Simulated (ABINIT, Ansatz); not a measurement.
# KSbS3 (Pm-3m): zone-centre phonons, part 4 of 5

Wanted: the vibrations of KSbS3 (Pm-3m) at Γ, by two programs.

ABINIT 10.8.3; DFT PBEsol, scalar-relativistic, plane waves, PseudoDojo norm-conserving pseudopotentials.

So far, highest optical zone-centre mode (no LO-TO term) (cm⁻¹): step 5 (zone-centre analysis) 202. The relaxed cell has a = 5.090 Å (conventional setting).

The structure was built from a prototype and need not be the compound's stable phase.

**6. Sum rules set otherwise (asr 0)**

Without the rule the raw error of the acoustic modes shows.

Contents of anaddb.abi:

```
ddb_filepath "gamma_DDB"
output_file "anaddb.abo"
outdata_prefix "anaddb"
asr 0
chneut 0
enunit 2
eivec 1
nph1l 1
qph1l 0.0 0.0 0.0 1.0
```

Contents of mrgddb.in:

```
gamma_DDB
merged
2
dfpt_gammao_DDB
gso_DDB
```

Run with:

```console
> mrgddb < mrgddb.in > mrgddb.log
> OMP_NUM_THREADS=1 anaddb anaddb.abi > anaddb.log
```

anaddb.abo, the main output file:

```text
-outvars_anaddb: echo values of input variables ----------------------

 Miscellaneous information :
      enunit         2
       eivec         1
      chneut         0
 First list of wavevector (reduced coord.) :
       nph1l         1
       qph1l
                     0.00000000E+00  0.00000000E+00  0.00000000E+00    1.000E+00

================================================================================

 read the DDB information and perform some checks

  ==== Info on the Cryst% object ====
 Real(R)+Recip(G) space primitive vectors, cartesian coordinates (Bohr,Bohr^-1):
 R(1)=  9.6191045  0.0000000  0.0000000  G(1)=  0.1039598  0.0000000  0.0000000
 R(2)=  0.0000000  9.6191045  0.0000000  G(2)=  0.0000000  0.1039598  0.0000000
 R(3)=  0.0000000  0.0000000  9.6191045  G(3)=  0.0000000  0.0000000  0.1039598
 Unit cell volume ucvol=  8.9002853E+02 bohr^3
 Angles (23,13,12)=  9.00000000E+01  9.00000000E+01  9.00000000E+01 degrees
 Time-reversal symmetry is present
 Reduced atomic positions [iatom, xred, symbol]:
    1)    0.0000000  0.0000000  0.0000000   K
    2)    0.5000000  0.5000000  0.5000000  Sb
    3)    0.5000000  0.5000000  0.0000000   S
    4)    0.5000000  0.0000000  0.5000000   S
    5)    0.0000000  0.5000000  0.5000000   S

 DDB file with 3 blocks has been read.

================================================================================

 Treat the first list of vectors

  Phonon wavevector (reduced coordinates) :  0.00000  0.00000  0.00000
 Phonon energies in Hartree :
  -3.688931E-04 -3.688931E-04 -3.688931E-04 -2.562259E-04 -2.562259E-04
  -2.562259E-04 -1.065100E-05 -1.065100E-05 -1.065100E-05  2.891984E-04
   2.891984E-04  2.891984E-04  9.217197E-04  9.217197E-04  9.217197E-04
 Phonon energies in meV     :
- -1.003809E+01 -1.003809E+01 -1.003809E+01 -6.972261E+00 -6.972261E+00
- -6.972261E+00 -2.898286E-01 -2.898286E-01 -2.898286E-01  7.869491E+00
-  7.869491E+00  7.869491E+00  2.508127E+01  2.508127E+01  2.508127E+01
 Phonon frequencies in cm-1    :
- -8.096267E+01 -8.096267E+01 -8.096267E+01 -5.623508E+01 -5.623508E+01
- -5.623508E+01 -2.337625E+00 -2.337625E+00 -2.337625E+00  6.347172E+01
-  6.347172E+01  6.347172E+01  2.022941E+02  2.022941E+02  2.022941E+02
 Phonon frequencies in Thz     :
- -2.427200E+00 -2.427200E+00 -2.427200E+00 -1.685885E+00 -1.685885E+00
- -1.685885E+00 -7.008024E-02 -7.008024E-02 -7.008023E-02  1.902834E+00
-  1.902834E+00  1.902834E+00  6.064625E+00  6.064625E+00  6.064625E+00
 Phonon energies in Kelvin  :
- -1.164872E+02 -1.164872E+02 -1.164872E+02 -8.090973E+01 -8.090973E+01
- -8.090973E+01 -3.363321E+00 -3.363321E+00 -3.363321E+00  9.132165E+01
-  9.132165E+01  9.132165E+01  2.910561E+02  2.910561E+02  2.910561E+02

 Eigendisplacements
 (will be given, for each mode : in cartesian coordinates
   for each atom the real part of the displacement vector,
   then the imaginary part of the displacement vector - absolute values smaller than 1.0d-7 are set to zero)
  Mode number    1   Energy   -3.688931E-04
 Attention : low frequency mode.
   (Could be unstable or acoustic mode)
-  1  0.00000000E+00  0.00000000E+00  4.72445913E-05
-     0.00000000E+00  0.00000000E+00  0.00000000E+00
-  2  0.00000000E+00  0.00000000E+00 -1.24897577E-03
-     0.00000000E+00  0.00000000E+00  0.00000000E+00
-  3  0.00000000E+00  0.00000000E+00 -6.86593888E-05
-     0.00000000E+00  0.00000000E+00  0.00000000E+00
-  4  0.00000000E+00  0.00000000E+00  2.36404162E-03
-     0.00000000E+00  0.00000000E+00  0.00000000E+00
-  5  0.00000000E+00  0.00000000E+00  2.36404162E-03
-     0.00000000E+00  0.00000000E+00  0.00000000E+00
  Mode number    2   Energy   -3.688931E-04
 Attention : low frequency mode.
   (Could be unstable or acoustic mode)
-  1  0.00000000E+00 -4.72445913E-05  0.00000000E+00
-     0.00000000E+00  0.00000000E+00  0.00000000E+00
-  2  0.00000000E+00  1.24897577E-03  0.00000000E+00
-     0.00000000E+00  0.00000000E+00  0.00000000E+00
-  3  0.00000000E+00 -2.36404162E-03  0.00000000E+00
-     0.00000000E+00  0.00000000E+00  0.00000000E+00
-  4  0.00000000E+00  6.86593888E-05  0.00000000E+00
-     0.00000000E+00  0.00000000E+00  0.00000000E+00
-  5  0.00000000E+00 -2.36404162E-03  0.00000000E+00
-     0.00000000E+00  0.00000000E+00  0.00000000E+00
  Mode number    3   Energy   -3.688931E-04
 Attention : low frequency mode.
   (Could be unstable or acoustic mode)
-  1  4.72445913E-05  0.00000000E+00  0.00000000E+00
-     0.00000000E+00  0.00000000E+00  0.00000000E+00
-  2 -1.24897577E-03  0.00000000E+00  0.00000000E+00
-     0.00000000E+00  0.00000000E+00  0.00000000E+00
-  3  2.36404162E-03  0.00000000E+00  0.00000000E+00
-     0.00000000E+00  0.00000000E+00  0.00000000E+00
-  4  2.36404162E-03  0.00000000E+00  0.00000000E+00
-     0.00000000E+00  0.00000000E+00  0.00000000E+00
-  5 -6.86593888E-05  0.00000000E+00  0.00000000E+00
-     0.00000000E+00  0.00000000E+00  0.00000000E+00
  Mode number    4   Energy   -2.562259E-04
 Attention : low frequency mode.
   (Could be unstable or acoustic mode)
-  1  0.00000000E+00  0.00000000E+00  0.00000000E+00
-     0.00000000E+00  0.00000000E+00  0.00000000E+00
-  2  0.00000000E+00  0.00000000E+00  0.00000000E+00
-     0.00000000E+00  0.00000000E+00  0.00000000E+00
-  3  0.00000000E+00  0.00000000E+00  0.00000000E+00
-     0.00000000E+00  0.00000000E+00  0.00000000E+00
-  4  0.00000000E+00  0.00000000E+00 -2.92470830E-03
-     0.00000000E+00  0.00000000E+00  0.00000000E+00
-  5  0.00000000E+00  0.00000000E+00  2.92470830E-03
-     0.00000000E+00  0.00000000E+00  0.00000000E+00
  Mode number    5   Energy   -2.562259E-04
 Attention : low frequency mode.
   (Could be unstable or acoustic mode)
-  1  0.00000000E+00  0.00000000E+00  0.00000000E+00
-     0.00000000E+00  0.00000000E+00  0.00000000E+00
-  2  0.00000000E+00  0.00000000E+00  0.00000000E+00
-     0.00000000E+00  0.00000000E+00  0.00000000E+00
-  3  0.00000000E+00 -2.92470830E-03  0.00000000E+00
-     0.00000000E+00  0.00000000E+00  0.00000000E+00
-  4  0.00000000E+00  0.00000000E+00  0.00000000E+00
-     0.00000000E+00  0.00000000E+00  0.00000000E+00
-  5  0.00000000E+00  2.92470830E-03  0.00000000E+00
-     0.00000000E+00  0.00000000E+00  0.00000000E+00
  Mode number    6   Energy   -2.562259E-04
 Attention : low frequency mode.
   (Could be unstable or acoustic mode)
-  1  0.00000000E+00  0.00000000E+00  0.00000000E+00
-     0.00000000E+00  0.00000000E+00  0.00000000E+00
-  2  0.00000000E+00  0.00000000E+00  0.00000000E+00
-     0.00000000E+00  0.00000000E+00  0.00000000E+00
-  3  2.92470830E-03  0.00000000E+00  0.00000000E+00
-     0.00000000E+00  0.00000000E+00  0.00000000E+00
-  4 -2.92470830E-03  0.00000000E+00  0.00000000E+00
-     0.00000000E+00  0.00000000E+00  0.00000000E+00
-  5  0.00000000E+00  0.00000000E+00  0.00000000E+00
-     0.00000000E+00  0.00000000E+00  0.00000000E+00
  Mode number    7   Energy   -1.065100E-05
 Attention : low frequency mode.
   (Could be unstable or acoustic mode)
-  1  0.00000000E+00  0.00000000E+00  1.47882571E-03
-     0.00000000E+00  0.00000000E+00  0.00000000E+00
-  2  0.00000000E+00  0.00000000E+00  1.45504055E-03
-     0.00000000E+00  0.00000000E+00  0.00000000E+00
-  3  0.00000000E+00  0.00000000E+00  1.45754359E-03
-     0.00000000E+00  0.00000000E+00  0.00000000E+00
-  4  0.00000000E+00  0.00000000E+00  1.46256352E-03
-     0.00000000E+00  0.00000000E+00  0.00000000E+00
-  5  0.00000000E+00  0.00000000E+00  1.46256352E-03
-     0.00000000E+00  0.00000000E+00  0.00000000E+00
  Mode number    8   Energy   -1.065100E-05
 Attention : low frequency mode.
   (Could be unstable or acoustic mode)
-  1  0.00000000E+00 -1.47882571E-03  0.00000000E+00
-     0.00000000E+00  0.00000000E+00  0.00000000E+00
-  2  0.00000000E+00 -1.45504054E-03  0.00000000E+00
-     0.00000000E+00  0.00000000E+00  0.00000000E+00
-  3  0.00000000E+00 -1.46256352E-03  0.00000000E+00
-     0.00000000E+00  0.00000000E+00  0.00000000E+00
-  4  0.00000000E+00 -1.45754359E-03  0.00000000E+00
-     0.00000000E+00  0.00000000E+00  0.00000000E+00
-  5  0.00000000E+00 -1.46256352E-03  0.00000000E+00
-     0.00000000E+00  0.00000000E+00  0.00000000E+00
  Mode number    9   Energy   -1.065100E-05
 Attention : low frequency mode.
   (Could be unstable or acoustic mode)
-  1  1.47882571E-03  0.00000000E+00  0.00000000E+00
-     0.00000000E+00  0.00000000E+00  0.00000000E+00
-  2  1.45504055E-03  0.00000000E+00  0.00000000E+00
-     0.00000000E+00  0.00000000E+00  0.00000000E+00
-  3  1.46256352E-03  0.00000000E+00  0.00000000E+00
-     0.00000000E+00  0.00000000E+00  0.00000000E+00
-  4  1.46256352E-03  0.00000000E+00  0.00000000E+00
-     0.00000000E+00  0.00000000E+00  0.00000000E+00
-  5  1.45754359E-03  0.00000000E+00  0.00000000E+00
-     0.00000000E+00  0.00000000E+00  0.00000000E+00
  Mode number   10   Energy    2.891984E-04
-  1  0.00000000E+00  0.00000000E+00  3.44068715E-03
-     0.00000000E+00  0.00000000E+00  0.00000000E+00
-  2  0.00000000E+00  0.00000000E+00 -6.19373461E-04
-     0.00000000E+00  0.00000000E+00  0.00000000E+00
-  3  0.00000000E+00  0.00000000E+00 -5.61572983E-04
-     0.00000000E+00  0.00000000E+00  0.00000000E+00
-  4  0.00000000E+00  0.00000000E+00 -6.71310987E-04
-     0.00000000E+00  0.00000000E+00  0.00000000E+00
-  5  0.00000000E+00  0.00000000E+00 -6.71310987E-04
-     0.00000000E+00  0.00000000E+00  0.00000000E+00
  Mode number   11   Energy    2.891984E-04
-  1  0.00000000E+00  3.44068715E-03  0.00000000E+00
-     0.00000000E+00  0.00000000E+00  0.00000000E+00
-  2  0.00000000E+00 -6.19373461E-04  0.00000000E+00
-     0.00000000E+00  0.00000000E+00  0.00000000E+00
-  3  0.00000000E+00 -6.71310987E-04  0.00000000E+00
-     0.00000000E+00  0.00000000E+00  0.00000000E+00
-  4  0.00000000E+00 -5.61572983E-04  0.00000000E+00
-     0.00000000E+00  0.00000000E+00  0.00000000E+00
-  5  0.00000000E+00 -6.71310987E-04  0.00000000E+00
-     0.00000000E+00  0.00000000E+00  0.00000000E+00
  Mode number   12   Energy    2.891984E-04
-  1  3.44068715E-03  0.00000000E+00  0.00000000E+00
-     0.00000000E+00  0.00000000E+00  0.00000000E+00
-  2 -6.19373461E-04  0.00000000E+00  0.00000000E+00
-     0.00000000E+00  0.00000000E+00  0.00000000E+00
-  3 -6.71310987E-04  0.00000000E+00  0.00000000E+00
-     0.00000000E+00  0.00000000E+00  0.00000000E+00
-  4 -6.71310987E-04  0.00000000E+00  0.00000000E+00
-     0.00000000E+00  0.00000000E+00  0.00000000E+00
-  5 -5.61572983E-04  0.00000000E+00  0.00000000E+00
-     0.00000000E+00  0.00000000E+00  0.00000000E+00
  Mode number   13   Energy    9.217197E-04
-  1  0.00000000E+00  0.00000000E+00  5.74553579E-05
-     0.00000000E+00  0.00000000E+00  0.00000000E+00
-  2  0.00000000E+00  0.00000000E+00  6.67062095E-04
-     0.00000000E+00  0.00000000E+00  0.00000000E+00
-  3  0.00000000E+00  0.00000000E+00 -3.82927220E-03
-     0.00000000E+00  0.00000000E+00  0.00000000E+00
-  4  0.00000000E+00  0.00000000E+00  6.12760447E-04
-     0.00000000E+00  0.00000000E+00  0.00000000E+00
-  5  0.00000000E+00  0.00000000E+00  6.12760447E-04
-     0.00000000E+00  0.00000000E+00  0.00000000E+00
  Mode number   14   Energy    9.217197E-04
-  1  0.00000000E+00  5.74553579E-05  0.00000000E+00
-     0.00000000E+00  0.00000000E+00  0.00000000E+00
-  2  0.00000000E+00  6.67062095E-04  0.00000000E+00
-     0.00000000E+00  0.00000000E+00  0.00000000E+00
-  3  0.00000000E+00  6.12760447E-04  0.00000000E+00
-     0.00000000E+00  0.00000000E+00  0.00000000E+00
-  4  0.00000000E+00 -3.82927220E-03  0.00000000E+00
-     0.00000000E+00  0.00000000E+00  0.00000000E+00
-  5  0.00000000E+00  6.12760447E-04  0.00000000E+00
-     0.00000000E+00  0.00000000E+00  0.00000000E+00
  Mode number   15   Energy    9.217197E-04
-  1  5.74553579E-05  0.00000000E+00  0.00000000E+00
-     0.00000000E+00  0.00000000E+00  0.00000000E+00
-  2  6.67062095E-04  0.00000000E+00  0.00000000E+00
-     0.00000000E+00  0.00000000E+00  0.00000000E+00
-  3  6.12760447E-04  0.00000000E+00  0.00000000E+00
-     0.00000000E+00  0.00000000E+00  0.00000000E+00
-  4  6.12760447E-04  0.00000000E+00  0.00000000E+00
-     0.00000000E+00  0.00000000E+00  0.00000000E+00
-  5 -3.82927220E-03  0.00000000E+00  0.00000000E+00
-     0.00000000E+00  0.00000000E+00  0.00000000E+00

 Analysis of degeneracies and characters (maximum tolerance=1.00E-06 a.u.)
 For each vibration mode, or group of modes if degenerate,
 the characters are given for each symmetry operation (see the list in the log file).
 Symmetry characters of vibration mode #   1
       degenerate with vibration modes #   2 to    3
  3.0 -3.0 -1.0  1.0 -1.0  1.0 -1.0  1.0  1.0 -1.0 -1.0  1.0  1.0 -1.0 -1.0  1.0
 -0.0  0.0 -0.0  0.0  0.0 -0.0  0.0 -0.0  1.0 -1.0 -1.0  1.0 -1.0  1.0  1.0 -1.0
 -0.0  0.0  0.0 -0.0  0.0 -0.0 -0.0  0.0  1.0 -1.0  1.0 -1.0 -1.0  1.0 -1.0  1.0
 Symmetry characters of vibration mode #   4
       degenerate with vibration modes #   5 to    6
  3.0 -3.0 -1.0  1.0 -1.0  1.0 -1.0  1.0 -1.0  1.0  1.0 -1.0 -1.0  1.0  1.0 -1.0
  0.0 -0.0  0.0 -0.0 -0.0  0.0 -0.0  0.0 -1.0  1.0  1.0 -1.0  1.0 -1.0 -1.0  1.0
  0.0 -0.0 -0.0  0.0 -0.0  0.0  0.0 -0.0 -1.0  1.0 -1.0  1.0  1.0 -1.0  1.0 -1.0
 Symmetry characters of vibration mode #   7
       degenerate with vibration modes #   8 to    9
  3.0 -3.0 -1.0  1.0 -1.0  1.0 -1.0  1.0  1.0 -1.0 -1.0  1.0  1.0 -1.0 -1.0  1.0
 -0.0  0.0  0.0 -0.0 -0.0  0.0  0.0 -0.0  1.0 -1.0 -1.0  1.0 -1.0  1.0  1.0 -1.0
 -0.0  0.0 -0.0  0.0  0.0 -0.0  0.0 -0.0  1.0 -1.0  1.0 -1.0 -1.0  1.0 -1.0  1.0
 Symmetry characters of vibration mode #  10
       degenerate with vibration modes #  11 to   12
  3.0 -3.0 -1.0  1.0 -1.0  1.0 -1.0  1.0  1.0 -1.0 -1.0  1.0  1.0 -1.0 -1.0  1.0
 -0.0  0.0 -0.0  0.0  0.0 -0.0  0.0 -0.0  1.0 -1.0 -1.0  1.0 -1.0  1.0  1.0 -1.0
 -0.0  0.0  0.0 -0.0  0.0 -0.0 -0.0  0.0  1.0 -1.0  1.0 -1.0 -1.0  1.0 -1.0  1.0
 Symmetry characters of vibration mode #  13
       degenerate with vibration modes #  14 to   15
  3.0 -3.0 -1.0  1.0 -1.0  1.0 -1.0  1.0  1.0 -1.0 -1.0  1.0  1.0 -1.0 -1.0  1.0
 -0.0  0.0 -0.0  0.0  0.0 -0.0  0.0 -0.0  1.0 -1.0 -1.0  1.0 -1.0  1.0  1.0 -1.0
 -0.0  0.0  0.0 -0.0  0.0 -0.0 -0.0  0.0  1.0 -1.0  1.0 -1.0 -1.0  1.0 -1.0  1.0
-
```

It took 0.48 s on 1 thread of Arm Neoverse V2, shared host.

This step gave:

```yaml
lowest_optical_zone_centre_mode: -80.96 cm⁻¹
```

Zone-centre frequencies as printed; negative means imaginary. Modes:

| mode | frequency (cm⁻¹) |
| --- | --- |
| 1 | -80.96 |
| 2 | -80.96 |
| 3 | -80.96 |
| 4 | -56.24 |
| 5 | -56.24 |
| 6 | -56.24 |
| 7 | -2.34 |
| 8 | -2.34 |
| 9 | -2.34 |
| 10 | 63.47 |
| 11 | 63.47 |
| 12 | 63.47 |
| 13 | 202.3 |
| 14 | 202.3 |
| 15 | 202.3 |

(Continued in part 5 of 5.)

[Host names and launcher messages were left out of these logs when they were recorded.]

[Logs are printed without paths, hosts, clocks, repeated set-up lines and the standing remarks that a program may print on its own settings, such as how far it seeks lower states.]

[Hosts, paths, dates, database ids (printed as entryN), source tags and the programs' standing remarks are cut or masked in the printed files.]
